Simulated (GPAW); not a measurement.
Consider SnO2 (Cassiterite, P4_2/mnm).

```xyz
6
Lattice="4.7380 0.0000 0.0000 0.0000 4.7380 0.0000 0.0000 0.0000 3.1865" Properties=species:S:1:pos:R:3 pbc="T T T"
Sn    2.3690    2.3690    1.5933
Sn    0.0000    0.0000    0.0000
O     3.8240    0.9140    1.5933
O     3.2830    3.2830    0.0000
O     0.9140    3.8240    1.5933
O     1.4550    1.4550    0.0000
```

Absorber: atom 1, with 6 O at 2.05 Å (distorted octahedral, site symmetry mmm). Method: GPAW, PBE, full core hole (charged cell), 12-atom cell with 5.7 Å between holes, 5×5×5 k points, dipole transitions, Gaussian full width 8.49 eV.

What does the Sn K edge look like?

Main maxima up to 29 eV above the zero (height): 8.6 eV (1.59). A K edge sees empty p states on the absorber. 

The Sn K spectrum (energy from the lowest empty level; intensity scaled to a mean of 1 over the first 20 eV; polarised curves are means over the symmetry-equivalent atoms):

| E (eV) | isotropic | ε ⊥ c | ε ∥ c |
| --- | --- | --- | --- |
| -2.0 | 0.07 | 0.08 | 0.05 |
| -1.4 | 0.10 | 0.12 | 0.07 |
| -0.8 | 0.14 | 0.16 | 0.09 |
| -0.2 | 0.19 | 0.22 | 0.13 |
| 0.4 | 0.25 | 0.29 | 0.17 |
| 1.0 | 0.33 | 0.38 | 0.23 |
| 1.6 | 0.42 | 0.48 | 0.30 |
| 2.2 | 0.53 | 0.60 | 0.39 |
| 2.8 | 0.65 | 0.73 | 0.49 |
| 3.4 | 0.78 | 0.86 | 0.60 |
| 4.0 | 0.91 | 1.00 | 0.73 |
| 4.6 | 1.05 | 1.13 | 0.87 |
| 5.2 | 1.18 | 1.26 | 1.02 |
| 5.8 | 1.30 | 1.37 | 1.16 |
| 6.4 | 1.40 | 1.45 | 1.30 |
| 7.0 | 1.49 | 1.52 | 1.43 |
| 7.6 | 1.55 | 1.55 | 1.54 |
| 8.2 | 1.58 | 1.56 | 1.62 |
| 8.8 | 1.58 | 1.54 | 1.67 |
| 9.4 | 1.56 | 1.50 | 1.70 |
| 10.0 | 1.52 | 1.44 | 1.69 |
| 10.6 | 1.46 | 1.36 | 1.65 |
| 11.2 | 1.38 | 1.27 | 1.59 |
| 11.8 | 1.29 | 1.19 | 1.51 |
| 12.4 | 1.20 | 1.10 | 1.41 |
| 13.0 | 1.11 | 1.02 | 1.31 |
| 13.6 | 1.03 | 0.94 | 1.20 |
| 14.2 | 0.95 | 0.88 | 1.10 |
| 14.8 | 0.88 | 0.82 | 1.01 |
| 15.4 | 0.82 | 0.77 | 0.92 |
| 16.0 | 0.77 | 0.73 | 0.85 |
| 16.6 | 0.73 | 0.70 | 0.80 |
| 17.2 | 0.70 | 0.68 | 0.75 |
| 17.8 | 0.67 | 0.66 | 0.71 |
| 18.4 | 0.65 | 0.64 | 0.68 |
| 19.0 | 0.64 | 0.62 | 0.66 |
| 19.6 | 0.62 | 0.61 | 0.64 |
| 20.2 | 0.61 | 0.60 | 0.63 |
| 20.8 | 0.61 | 0.60 | 0.62 |
| 21.4 | 0.60 | 0.60 | 0.61 |
| 22.0 | 0.59 | 0.59 | 0.60 |
| 22.6 | 0.59 | 0.59 | 0.59 |
| 23.2 | 0.59 | 0.60 | 0.58 |
| 23.8 | 0.59 | 0.60 | 0.57 |
| 24.4 | 0.59 | 0.60 | 0.56 |
| 25.0 | 0.59 | 0.60 | 0.55 |
| 25.6 | 0.58 | 0.60 | 0.54 |
| 26.2 | 0.57 | 0.60 | 0.53 |
| 26.8 | 0.57 | 0.59 | 0.51 |
| 27.4 | 0.55 | 0.58 | 0.50 |
| 28.0 | 0.54 | 0.57 | 0.48 |
| 28.6 | 0.52 | 0.55 | 0.46 |
| 29.2 | 0.50 | 0.53 | 0.44 |
| 29.8 | 0.48 | 0.51 | 0.42 |
| 30.4 | 0.46 | 0.49 | 0.40 |
| 31.0 | 0.44 | 0.47 | 0.38 |
| 31.6 | 0.42 | 0.45 | 0.36 |

The script folds with a Gaussian, whereas the core hole's own line is a Lorentzian, so the onset is too steep and the first peak too high. The holes are only 5.7 Å apart, so the shape is probably not converged with cell size; no larger cell was run here. The structure is a published determination, not relaxed.

[Banner, clock and machine lines of the logs are left out without a mark of their own.]

[Logs are printed without paths, hosts, clocks, repeated set-up lines and the standing remarks that a program may print on its own settings, such as how far it seeks lower states.]

[Hosts, paths, dates, database ids (printed as entryN), source tags and the programs' standing remarks are cut or masked in the printed files.]

[Lists of maxima count a maximum above −3 eV only where it reaches 4 % of the highest in the window and stands out from its surroundings by 2 % of it (1.5 % where it reaches 55 %); shoulders and weaker maxima are passed over, and of the rest the first, up to two pre-edge ones and the few strongest are named.]
